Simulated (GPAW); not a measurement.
# SiC (Moissanite 3C): optical spectrum from first principles

Wanted: where SiC (Moissanite 3C) starts to absorb, how strongly, and its refractive index.

Method: DFT, PBE, plane-wave PAW (GPAW data sets), scalar-relativistic, RPA, optical limit, in GPAW 26.7.0.

Report form: the programs' logs are mostly left out.

## (1) The structure

Symmetry: F-43m, No. 216, cubic system. The conventional cell has a = 4.358 Å, b = 4.358 Å, c = 4.358 Å, α = 90.00°, β = 90.00°, γ = 90.00°. Si has 4 C at 1.89 Å nearest. C has 4 Si at 1.89 Å nearest. Farther neighbours are not listed.

## (2) Ground state

First the ground state: is it a metal or has it a gap?

This step: DFT, PBE, plane-wave PAW (GPAW data sets), scalar-relativistic, ground state (GPAW 26.7.0).

The input, gs.py:

```python
from ase import Atoms
from ase.dft.bandgap import bandgap
from gpaw import GPAW, PW, FermiDirac

atoms = Atoms(['Si', 'C'],
              cell=[[0.000000000000, 2.179000000000, 2.179000000000],
                    [2.179000000000, 0.000000000000, 2.179000000000],
                    [2.179000000000, 2.179000000000, 0.000000000000]],
              scaled_positions=[[0.000000000000, 0.000000000000, 0.000000000000],
                                [0.750000000000, 0.750000000000, 0.750000000000]],
              pbc=[True, True, True])
atoms.calc = GPAW(mode=PW(500), xc='PBE', kpts={'size': (9, 9, 9), 'gamma': True},
                  occupations=FermiDirac(0.05), maxiter=150, txt='gs.txt')
print('energy (eV)', atoms.get_potential_energy())
print('Fermi level (eV)', atoms.calc.get_fermi_level())
print('valence electrons', atoms.calc.get_number_of_electrons())
print('gap (eV)', bandgap(atoms.calc, output=None)[0])
print('direct gap (eV)', bandgap(atoms.calc, direct=True, output=None)[0])
atoms.calc.write('gs.gpw')
```

Run with:

```bash
OMP_NUM_THREADS=1 python gs.py
```

Elapsed: 3.9 s, on 1 thread of Arm Neoverse V1, shared host; peak memory 0.12 GiB.

This step gave:

| Quantity | Value |
| --- | --- |
| energy | -14.97 eV |
| Fermi energy | 8.993 eV |
| gap on the k-mesh | 1.496 eV |
| direct gap on the mesh | 4.622 eV |
| electrons | 8 |

There is a gap, 1.50 eV on this mesh (points off the mesh can give less), so no carriers' term is needed.

## (3) Bands for the response

At the fixed density, many empty bands are solved on the mesh of the response, since the spectrum sums over them.

This step: DFT, PBE, plane-wave PAW (GPAW data sets), scalar-relativistic, bands at fixed density (GPAW 26.7.0).

The input, nscf.py:

```python
from ase.dft.bandgap import bandgap
from gpaw import GPAW, FermiDirac

calc = GPAW('gs.gpw').fixed_density(kpts={'size': (14, 14, 14), 'gamma': True}, nbands=23, convergence={'bands': 17},
                                    occupations=FermiDirac(0.001), txt='nscf.txt')
print('gap (eV)', bandgap(calc, output=None)[0])
print('direct gap (eV)', bandgap(calc, direct=True, output=None)[0])
print('top band over the Fermi level (eV)', min(calc.get_eigenvalues(kpt=k)[16] for k in range(len(calc.get_ibz_k_points()))) - calc.get_fermi_level())
calc.write('full.gpw', mode='all')
```

Run with:

```bash
OMP_NUM_THREADS=1 python nscf.py
```

It took 16 s on 1 thread; peak memory 0.16 GiB.

Numbers from this step:

```
gap on the k-mesh      : 1.350 eV
direct gap on the mesh : 4.542 eV
```

## (4) Dielectric function, RPA

Local fields let the induced charge screen the field inside the cell, which as a rule lowers ε, most along directions where the density is uneven.

This step: DFT, PBE, plane-wave PAW (GPAW data sets), scalar-relativistic, RPA, optical limit (GPAW 26.7.0).

The input, df.py:

```python
from gpaw.response.df import DielectricFunction

df = DielectricFunction('full.gpw', frequencies={'type': 'nonlinear', 'domega0': 0.03, 'omega2': 8},
                        ecut=60,
                        eta=0.2,
                        nbands=17,
                        txt='df.txt')
for direction in ['x']:
    df.get_dielectric_function(xc='RPA', direction=direction, filename=f'df_{direction}.csv')
```

Run with:

```bash
OMP_NUM_THREADS=1 python df.py
```

Wall time 3.6 s (1 thread); peak memory 0.2 GiB.

Numbers from this step:

```
electronic dielectric constant ε∞, mean over x, y and z (by symmetry where fewer were run) : 6.717
main peak of Im epsilon, first axis                                                        : 6.816 eV
```

The Im ε, E ∥ x has structure finer than the step of the table below, so its rows give means over 0.5 eV, whole bins alone (the curve runs from 0 to 21.9 eV). Peaks (eV: height): 6.82: 19.9, 8.33: 12.9.

Values under the direct gap are tails of Lorentzian lines. Table of Im ε, E ∥ x by photon energy; means over each step:

```tsv
photon energy (eV)	Im ε, E ∥ x
0.5	0.0216
1.0	0.0447
1.5	0.0712
2.0	0.104
2.5	0.147
3.0	0.209
3.5	0.313
4.0	0.534
4.5	1.40
5.0	3.12
5.5	5.88
6.0	9.10
6.5	15.3
7.0	17.4
7.5	9.80
8.0	10.8
8.5	11.4
9.0	8.17
9.5	6.97
10.0	6.27
10.5	5.26
11.0	3.85
11.5	2.77
12.0	2.63
12.5	2.94
13.0	2.17
13.5	1.88
14.0	1.57
14.5	1.45
15.0	1.40
15.5	1.25
16.0	1.06
16.5	0.818
17.0	0.747
17.5	0.630
18.0	0.566
18.5	0.511
19.0	0.467
19.5	0.377
20.0	0.330
20.5	0.302
21.0	0.246
21.5	0.255
```

The Re ε, E ∥ x by photon energy:

photon energy (eV), Re ε, E ∥ x and a bar from the least value:
```
      0.0        6.7 ##################
      0.5        6.7 ##################
      1.0        6.8 ##################
      1.5        7.0 ###################
      2.0        7.2 ###################
      2.5        7.5 ###################
      3.0        7.9 ####################
      3.5        8.6 #####################
      4.0        9.5 #######################
      4.5       11.1 ##########################
      5.0       12.3 ############################
      5.5       13.5 ##############################
      6.0       13.6 ##############################
      6.5       12.3 ############################
      7.0        0.9 ########
      7.5        0.2 #######
      8.0        2.3 ###########
      8.5       -2.7 ##
      9.0       -2.2 ###
      9.5       -3.3 #
     10.0       -2.4 ##
     10.5       -3.4 #
     11.0       -3.8 
     11.5       -2.8 ##
     12.0       -1.8 ####
     12.5       -2.2 ###
     13.0       -2.3 ###
     13.5       -1.9 ###
     14.0       -1.7 ####
     14.5       -1.4 ####
     15.0       -1.3 ####
     15.5       -1.2 ####
     16.0       -1.3 ####
     16.5       -1.1 #####
     17.0       -0.9 #####
     17.5       -0.8 #####
     18.0       -0.7 #####
     18.5       -0.6 ######
     19.0       -0.5 ######
     19.5       -0.4 ######
     20.0       -0.3 ######
     20.5       -0.3 ######
     21.0       -0.1 ######
     21.5        0.0 #######
```

The refractive index n and extinction k by photon energy:

```tsv
photon energy (eV)	n	k
0.0	2.59	0
0.5	2.60	0.00415
1.0	2.61	0.00853
1.5	2.64	0.0134
2.0	2.68	0.0193
2.5	2.74	0.0267
3.0	2.82	0.0369
3.5	2.92	0.0527
4.0	3.09	0.0836
4.5	3.34	0.201
5.0	3.53	0.431
5.5	3.76	0.783
6.0	3.86	1.13
6.5	3.97	1.88
7.0	3.09	2.94
7.5	2.19	2.14
8.0	2.57	2.07
8.5	2.17	2.73
9.0	1.75	2.29
9.5	1.47	2.34
10.0	1.48	2.16
10.5	1.17	2.18
11.0	0.868	2.14
11.5	0.750	1.83
12.0	0.812	1.56
12.5	0.877	1.72
13.0	0.640	1.63
13.5	0.624	1.51
14.0	0.545	1.41
14.5	0.552	1.31
15.0	0.548	1.28
15.5	0.514	1.22
16.0	0.442	1.22
16.5	0.371	1.09
17.0	0.364	1.04
17.5	0.327	0.970
18.0	0.328	0.880
18.5	0.313	0.819
19.0	0.306	0.769
19.5	0.263	0.711
20.0	0.271	0.607
20.5	0.268	0.567
21.0	0.262	0.460
21.5	0.327	0.393
```

The reflectivity at normal incidence, E ∥ x has structure finer than the step of the table below, so its rows give means over 0.5 eV, whole bins alone (the curve runs from 0 to 21.9 eV). Peaks (eV: height): 7.10: 52.0, 8.64: 51.4, 11.03: 57.2, 13.00: 52.2, 16.23: 53.7.

The reflectivity at normal incidence, E ∥ x by photon energy; means over each step:

photon energy (eV), reflectivity at normal incidence, E ∥ x (%) and a bar from the least value:
```
      0.5       19.7 
      1.0       19.9 
      1.5       20.3 
      2.0       20.9 #
      2.5       21.6 ##
      3.0       22.7 ##
      3.5       24.1 ####
      4.0       26.1 #####
      4.5       29.1 ########
      5.0       31.8 ##########
      5.5       35.1 #############
      6.0       38.2 ###############
      6.5       44.2 ####################
      7.0       50.9 ##########################
      7.5       41.9 ##################
      8.0       40.2 #################
      8.5       49.5 #########################
      9.0       46.9 #######################
      9.5       48.7 ########################
     10.0       46.6 ######################
     10.5       51.1 ##########################
     11.0       55.7 ##############################
     11.5       53.0 ############################
     12.0       44.2 ####################
     12.5       45.8 ######################
     13.0       51.2 ##########################
     13.5       49.4 #########################
     14.0       49.8 #########################
     14.5       46.5 ######################
     15.0       45.8 ######################
     15.5       46.5 ######################
     16.0       50.6 ##########################
     16.5       51.9 ###########################
     17.0       50.4 ##########################
     17.5       51.3 ##########################
     18.0       49.0 ########################
     18.5       48.0 ########################
     19.0       47.1 #######################
     19.5       49.6 #########################
     20.0       45.8 ######################
     20.5       44.3 ####################
     21.0       41.1 ##################
     21.5       31.6 ##########
```

The Im ε, E ∥ x has structure finer than the step of the table below, so its rows give means over 1 eV, whole bins alone (the curve runs from 0 to 21.9 eV). Peaks (eV: height): without local fields 6.8: 21.3, 8.3: 15.0; with local fields 6.8: 19.9, 8.3: 12.9.

Values under the direct gap are tails of Lorentzian lines. The Im ε, E ∥ x by photon energy; means over each step:

```tsv
photon energy (eV)	without local fields	with local fields
1	0.0492	0.0451
2	0.115	0.105
3	0.235	0.214
4	0.666	0.606
5	3.62	3.25
6	10.6	9.57
7	16.6	15.6
8	12.5	10.8
9	9.26	8.52
10	6.17	6.11
11	3.69	3.91
12	2.68	2.74
13	2.07	2.27
14	1.45	1.60
15	1.22	1.37
16	0.852	1.05
17	0.614	0.741
18	0.471	0.561
19	0.381	0.459
20	0.281	0.333
21	0.225	0.257
```

At chosen wavelengths:

```tsv
wavelength (nm)	n	k	R (%)	1/α
1064	2.62	0.010	20.0	8.4 µm
800	2.64	0.014	20.3	4.6 µm
450	2.77	0.031	22.1	1.1 µm
405	2.83	0.038	22.8	838 nm
365	2.90	0.049	23.7	596 nm
308	3.10	0.086	26.2	285 nm
248	3.53	0.431	31.8	46 nm
```

Below the direct gap, k and the depth come from the tails of the Lorentzian lines, not from transitions.

Rows near the edge hang on the gap, which this functional as a rule makes too small, and phonon-assisted absorption is left out.

## (5) Outcome

| Quantity | Value |
| --- | --- |
| electronic dielectric constant ε∞, mean over x, y and z (by symmetry where fewer were run) (RPA) | 6.72 |
| main peak of Im epsilon, first axis | 6.82 eV |

At this level (PBE, RPA) SiC has ε∞ = 6.72 and n = 2.61 at 1550 nm, and Im ε peaks at 6.8 eV. On the mesh the gap is 1.35 eV and the least direct gap 4.54 eV, so on this mesh the band edges lie at different points. Local fields change the static value along x from 7.11 to 6.72 (-5 %). Distinct maxima of Im ε, read by a parabola through the highest points, lie at 6.82 eV (20) and 8.32 eV (13). Excitons and phonon-assisted transitions are missing; PBE gaps are as a rule too small, which pulls the onset down and ε∞ up. The sum runs over mesh points, so small or evenly spaced maxima can still be ripples of the mesh.

[Machine, clock and banner lines and Python warnings are left out of the logs.]

[Logs are printed without paths, hosts, clocks, repeated set-up lines and the standing remarks that a program may print on its own settings, such as how far it seeks lower states.]

[Hosts, paths, dates, database ids (printed as entryN), source tags and the programs' standing remarks are cut or masked in the printed files.]
